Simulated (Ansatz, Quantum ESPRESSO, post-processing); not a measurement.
# 1T-NbSTe, 1 layer in an electric field, part 5 of 6

How does 1T-NbSTe, 1 layer respond to a gate-like field without added charge?

Quantum ESPRESSO 7.5; plane-wave DFT, PBE, GBRV ultrasoft pseudopotentials; geometry and cross-check by Ansatz 0.2.0 with PAW datasets.

So far. Step 12 (Potential by pp.x): The slope in the vacuum is -0.200 eV/Å for an applied -0.20 V/Å, as it should be. Step 13 (Band structure: field -0.2 V/Å): Upper empty bands that drop with the field can be states of the vacuum, held by the sawtooth; they depend on the cell's width.

### 14. Valence density

plot_num = 0 writes the valence density.

File f0.rho.in:

```
&inputpp
  prefix = 'f0'
  outdir = './out'
  filplot = 'f0.rho.dat'
  plot_num = 0
/
```

On the command line:

```console
OMP_NUM_THREADS=1 mpirun -n 4 pp.x -in f0.rho.in > f0.rho.out
```

Numbers of over 12 decimals in the logs are rounded to 6 here.

What it wrote:

```text
[banner, memory and clock lines left out]
Program POST-PROC v.7.5 starts

          URL

     ./out/f0.save/

     IMPORTANT: XC functional enforced from input :
     Exchange-correlation= PBE
                           (   1   4   3   4   0   0   0)
     Any further DFT definition will be discarded
     Please, verify this is what you really want

     negative rho (up, down):  2.729E-03 0.000E+00

     Adding external electric field

     Computed dipole along edir(3) :
        Dipole               -0.0992 Ry au,         -0.2523 Debye
        Dipole field         -0.0008 Ry au,

        Potential amp.        0.0619 Ry
        Total length         36.7797 bohr

     Calling punch_plot, plot_num =   0
     Writing data to file  f0.rho.dat
     Message from routine chdens:
     namelist plot not found or invalid, exiting
```

Wall time 1.1 s (4 MPI ranks of Arm Neoverse V1, shared host); peak memory 0.11 GiB; 4.2 s of CPU time.

Read from the output:

- electrons by integration: 25.00 e

Mean over planes. The valence density, planar mean by z:

z (Å), valence density, planar mean (e/Å³) and a bar:
```
      4.5      0.000 
      5.0      0.000 
      5.5      0.001 
      6.0      0.003 
      6.5      0.012 
      7.0      0.048 ##
      7.5      0.151 #####
      8.0      0.237 ########
      8.5      0.261 #########
      9.0      0.290 ##########
      9.5      0.309 ###########
     10.0      0.733 #########################
     10.5      0.877 ##############################
     11.0      0.632 ######################
     11.5      0.426 ###############
     12.0      0.356 ############
     12.5      0.215 #######
     13.0      0.056 ##
     13.5      0.011 
     14.0      0.002 
     14.5      0.000 
     15.0      0.000 
     15.5      0.000
```

Valence density in the ca plane at fractional y = 0.333, with atoms of Te within 0.2 Å of it. It is the smooth field of the valence electrons, not physical close to the nuclei.

Values in e/Å³, 5 rows by 16 columns, each cell a mean:
```
0.00 0.00 0.00 0.02 0.27 0.41 0.38 0.18 0.15 0.07 0.01 0.00 0.00 0.00 0.00 0.00
0.00 0.00 0.00 0.04 0.38 0.22 0.39 0.14 0.07 0.03 0.00 0.00 0.00 0.00 0.00 0.00
0.00 0.00 0.00 0.02 0.28 0.40 0.38 0.17 0.15 0.07 0.01 0.00 0.00 0.00 0.00 0.00
0.00 0.00 0.00 0.01 0.08 0.22 0.24 0.37 0.43 0.23 0.02 0.00 0.00 0.00 0.00 0.00
0.00 0.00 0.00 0.01 0.08 0.21 0.24 0.40 0.44 0.23 0.02 0.00 0.00 0.00 0.00 0.00
```
Columns run along c (16.0 Å, from fractional 0.15 to 0.94 of the cell), rows up along a (3.5 Å). Atoms in or near the plane, at fractional coordinates: Te at (0.42, 0.67).

The density integrates to 25.000 electrons, as the 25 of the input ask.

### 15. Density by pp.x

File f2.rho.in:

```
&inputpp
  prefix = 'f2'
  outdir = './out'
  filplot = 'f2.rho.dat'
  plot_num = 0
/
```

On the command line:

```console
OMP_NUM_THREADS=1 mpirun -n 4 pp.x -in f2.rho.in > f2.rho.out
```

Run time: 1.1 s. Hardware: 4 MPI ranks; peak memory 0.11 GiB.

### 16. Charge moved by a field of 0.2 V/Å

This step gave:

```
largest charge moved across a plane : 0.001146 e/Å²
dipole step                         : -1.132 eV
```

Planar mean against z:

z (Å), planar mean (e/Å³) and a bar from the least value:
```
      2.0    0.00000 ################
      2.5    0.00000 ################
      3.0    0.00000 ################
      3.5    0.00000 ################
      4.0    0.00000 ################
      4.5    0.00001 ################
      5.0    0.00003 ################
      5.5    0.00007 #################
      6.0    0.00018 ###################
      6.5    0.00039 ########################
      7.0    0.00065 ##############################
      7.5    0.00057 ############################
      8.0    0.00015 ###################
      8.5    0.00014 ###################
      9.0    0.00012 ##################
      9.5   -0.00019 ###########
     10.0   -0.00016 ############
     10.5    0.00022 ####################
     11.0    0.00000 ###############
     11.5   -0.00015 ############
     12.0   -0.00020 ###########
     12.5   -0.00070 
     13.0   -0.00064 #
     13.5   -0.00030 #########
     14.0   -0.00011 #############
     14.5   -0.00004 ###############
     15.0   -0.00001 ###############
     15.5    0.00000 ###############
     16.0    0.00000 ################
     16.5    0.00000 ################
     17.0    0.00000 ################
     17.5    0.00000 ################
```

Running integral, electrons below z against z:

| z (Å) | running integral, electrons below z (e/Å²) |
| --- | --- |
| 2.5 | 9.6e-8 |
| 3.0 | 2.7e-7 |
| 3.5 | 7.4e-7 |
| 4.0 | 2.1e-6 |
| 4.5 | 5.7e-6 |
| 5.0 | 1.6e-5 |
| 5.5 | 4.2e-5 |
| 6.0 | 1.1e-4 |
| 6.5 | 2.5e-4 |
| 7.0 | 5.3e-4 |
| 7.5 | 8.6e-4 |
| 8.0 | 0.00100 |
| 8.5 | 0.00107 |
| 9.0 | 0.00114 |
| 9.5 | 0.00111 |
| 10.0 | 1.0e-3 |
| 10.5 | 0.00105 |
| 11.0 | 0.00109 |
| 11.5 | 0.00103 |
| 12.0 | 9.6e-4 |
| 12.5 | 7.1e-4 |
| 13.0 | 3.4e-4 |
| 13.5 | 1.3e-4 |
| 14.0 | 4.4e-5 |
| 14.5 | 1.4e-5 |
| 15.0 | 4.1e-6 |
| 15.5 | 1.2e-6 |
| 16.0 | 3.6e-7 |
| 16.5 | 1.1e-7 |

### 17. Polarisability from the dipole between 0 and 0.1 V/A

Read from the output:

| Item | Value |
| --- | --- |
| change of slope in the vacuum | 0.10000 eV/Å |
| polarisability a cell | 4.872 Å³ |
| sheet polarisability 4πα/A | 5.655 Å |

The change of the potential energy, second field less first by z:

| z (Å) | change of the potential energy, second field less first (eV) |
| --- | --- |
| 0.0 | -0.343 |
| 0.5 | -0.658 |
| 1.0 | -0.608 |
| 1.5 | -0.558 |
| 2.0 | -0.508 |
| 2.5 | -0.458 |
| 3.0 | -0.408 |
| 3.5 | -0.358 |
| 4.0 | -0.308 |
| 4.5 | -0.258 |
| 5.0 | -0.209 |
| 5.5 | -0.160 |
| 6.0 | -0.113 |
| 6.5 | -0.0694 |
| 7.0 | -0.0351 |
| 7.5 | -0.0149 |
| 8.0 | -0.00681 |
| 8.5 | -0.00332 |
| 9.0 | -0.00299 |
| 9.5 | -0.00449 |
| 10.0 | -0.00251 |
| 10.5 | 0.00203 |
| 11.0 | 0.00336 |
| 11.5 | 0.00479 |
| 12.0 | 0.00932 |
| 12.5 | 0.0195 |
| 13.0 | 0.0442 |
| 13.5 | 0.0827 |
| 14.0 | 0.129 |
| 14.5 | 0.177 |
| 15.0 | 0.227 |
| 15.5 | 0.277 |
| 16.0 | 0.327 |
| 16.5 | 0.377 |
| 17.0 | 0.427 |
| 17.5 | 0.477 |
| 18.0 | 0.527 |
| 18.5 | 0.577 |
| 19.0 | 0.627 |
| 19.5 | 0.677 |
| 20.0 | 0.124 |

### 18. Dipole against field

The dipole along the normal, dipole moment by applied field:

| applied field (V/Å) | dipole along the normal, dipole moment (e·Å) |
| --- | --- |
| -0.200 | -0.120 |
| 0.000 | -0.0525 |
| 0.100 | -0.0187 |
| 0.200 | 0.0152 |

### 19. The same in Ansatz: field 0.1 V/Å

As a check, the same structure is run in Ansatz.

Level of this step: plane-wave DFT, PBE, Ansatz PAW (Ansatz 0.2.0).

File input.yaml:

```yaml
crystal:
  lattice:
    - [3.5356197689, 0.0, 0.0]
    - [-1.7678098845, 3.061936538, 0.0]
    - [0.0, 0.0, 20.2739510831]
  atoms:
    - { symbol: Te, position: [0.6666666667, 0.3333333333, 0.4170572403] }
    - { symbol: Nb, position: [0.0, 0.0, 0.513661973] }
    - { symbol: S, position: [0.3333333333, 0.6666666667, 0.5827590171] }
kpoints:
  mp_grid: { grid: [12, 12, 1] }
hamiltonian:
  xc: pbe
scf:
  occupations: { method: fermi_dirac, width: 0.054 }
  convergence: { dr2_threshold: 1.0e-09 }
efield:
  axis: 3
  dipole_correction: true
  ramp_position: 0.97
  ramp_width: 0.04
  amplitude: 0.1
output:
  write_potential: true
  write_density: true
  volumetric_format: npy
```

On the command line:

```console
ansatz run input.yaml --threads 4 --pin off --max-ram 8192MiB --backend cpu --events-out ev --progress --plain --runs-dir out
```

What it wrote:

```text
[...]
Crystal: 3 atoms, lattice volume = 219.483 Å³
Basis set: ecut = 420 eV, 4261 PW (Γ)
Bands: 22, of which v1, the nominal top of the filled ones, is band 18 counted from 1 (17 counted from 0)
Symmetry: 6 space group operations
[...]
k-points: 19 of 144 (time reversal used)
[...]
SCF iter   1: F=—  HF=-12437.751347 eV  |F-HF|=—  |Δ(HF+E_count)|=         —  Δρ=3.65e-2  dr2=5.37e0  ethr=3.10e-3  p=0.035 e·Å  D=2.85e-2 V/Å  ΔV_dip=-0.58 eV  dr2_dipole=8.68e-2  V_vac-E_F(+/−)=5.73/4.43 eV  ⟨swp⟩=9.5  Hψ=2411  notcnv=0
[...]
SCF iter  10: F=-12436.409815 eV  HF=-12436.409815 eV  |F-HF|=3.41e-9  |Δ(HF+E_count)|=   7.10e-8  Δρ=7.50e-7  dr2=9.87e-10  ethr=2.86e-12  p=-0.018 e·Å  D=-1.49e-2 V/Å  ΔV_dip=0.30 eV  dr2_dipole=4.09e-14  V_vac-E_F(+/−)=5.82/3.64 eV  ⟨swp⟩=3.2  Hψ=1709  notcnv=0
SCF 1 converged in 10 iterations: F = -12436.409815 eV  dr2 = 9.87e-10
[...]
WARN: The output density's exchange-correlation potential varies sharply where the density is thin. Do not read a vacuum level from v_tot or v_xc, or from such a field of the output density. On a cell that repeats whose density bears no net charge and no dipole along the vacuum's axis use v_es (v_loc + v_h of the components); under efield.dipole_correction with no amplitude use v_es + v_field, which holds any externa [...]
SCF converged after 10 iterations
Free energy (F): -12436.409815 eV
[...]
Internal energy: -12436.382845 eV  (E = F + TS)
E sigma→0 (E₀):  -12436.396330 eV
Entropy (-TS):   -0.026970 eV (-8.990 meV/atom)
Fermi energy:    0.230899 eV
Dipole field:    D = -0.014874 V/Å  (p = -0.018041 e·Å, saw-weighted, corrected)
Work function:   not extracted (applied field tilts the vacuum); planar V_es + V_field profile in the machine report
[...]
--- Band table (eV; the first three rows and the last of 19) ---
  k-point 0: bands = [... 14 lower, -2.4164, 0.1782, 0.1782, 0.6687, 0.9217, 0.9217, 3.6731, 3.9936]
  k-point 1: bands = [... 14 lower, -2.1690, -0.3676, -0.1029, 0.4332, 1.1968, 1.2306, 3.5135, 3.8229]
  k-point 2: bands = [... 14 lower, -1.9725, -1.4565, -0.4798, 0.2341, 1.3438, 1.5320, 3.0345, 3.7408]
  k-point 18: bands = [... 14 lower, -2.9840, -2.9020, -2.6397, 1.1071, 1.2612, 1.2930, 3.4122, 4.0787]
```

The job ended after 3.5 s (4 threads; peak memory 0.5 GiB).

This step gave:

* free energy: -12436.4098 eV
* energy at zero smearing: -12436.3963 eV
* smearing term TS: 0.02697 eV
* Fermi energy: 0.2309 eV
* dipole along the normal: -0.01804 e·Å

At 0.1 V/Å Ansatz's dipole is -0.0180 e Å against -0.0187 from pw.x.

### 20. Cross-check with Ansatz: field -0.1 V/Å

input.yaml is the input of step 19 with these lines changed:

```diff
@@ -21,3 +21,3 @@
   ramp_width: 0.04
-  amplitude: 0.1
+  amplitude: -0.1
 output:
```

What it wrote:

```text
[...]
Crystal: 3 atoms, lattice volume = 219.483 Å³
Basis set: ecut = 420 eV, 4261 PW (Γ)
Bands: 22, of which v1, the nominal top of the filled ones, is band 18 counted from 1 (17 counted from 0)
Symmetry: 6 space group operations
[...]
k-points: 19 of 144 (time reversal used)
[...]
--- Band table (eV; the first three rows and the last of 19) ---
  k-point 0: bands = [... 14 lower, -2.3988, 0.1782, 0.1782, 0.6519, 0.9249, 0.9249, 3.9960, 3.9960]
  k-point 1: bands = [... 14 lower, -2.1532, -0.3657, -0.1014, 0.4257, 1.1993, 1.2247, 3.5211, 3.8944]
  k-point 2: bands = [... 14 lower, -1.9632, -1.4454, -0.4763, 0.2274, 1.3440, 1.5344, 3.0270, 3.7420]
  k-point 18: bands = [... 14 lower, -2.9883, -2.9229, -2.6191, 1.1149, 1.2662, 1.2937, 3.4132, 4.0747]
[key lines of the parts left out:]
SCF converged after 10 iterations
Free energy (F): -12436.420178 eV
Fermi energy:    0.230474 eV
Dipole field:    D = -0.070549 V/Å  (p = -0.085572 e·Å, saw-weighted, corrected)
```

It took 3.5 s on 4 threads; peak memory 0.5 GiB.

Read from the output:

```
free energy             : -12436.4202 eV
energy at zero smearing : -12436.4067 eV
smearing term TS        : 0.02704 eV
Fermi energy            : 0.2305 eV
dipole along the normal : -0.08557 e·Å
```

### 21. Dipole against field, Ansatz

Table of dipole along the normal, dipole moment by applied field:

| applied field (V/Å) | dipole along the normal, dipole moment (e·Å) |
| --- | --- |
| -0.1000 | -0.0856 |
| 0.0000 | -0.0518 |
| 0.1000 | -0.0180 |

(Continued in part 6 of 6.)

[Logs are printed without paths, hosts, clocks, repeated set-up lines and the standing remarks that a program may print on its own settings, such as how far it seeks lower states.]

[Hosts, paths, dates, database ids (printed as entryN), source tags and the programs' standing remarks are cut or masked in the printed files.]

[Maps of the electrostatic potential energy from Ansatz leave out the sawtooth potential of an applied field or a dipole correction, so their vacuum need not be flat; planar profiles and work functions include it.]
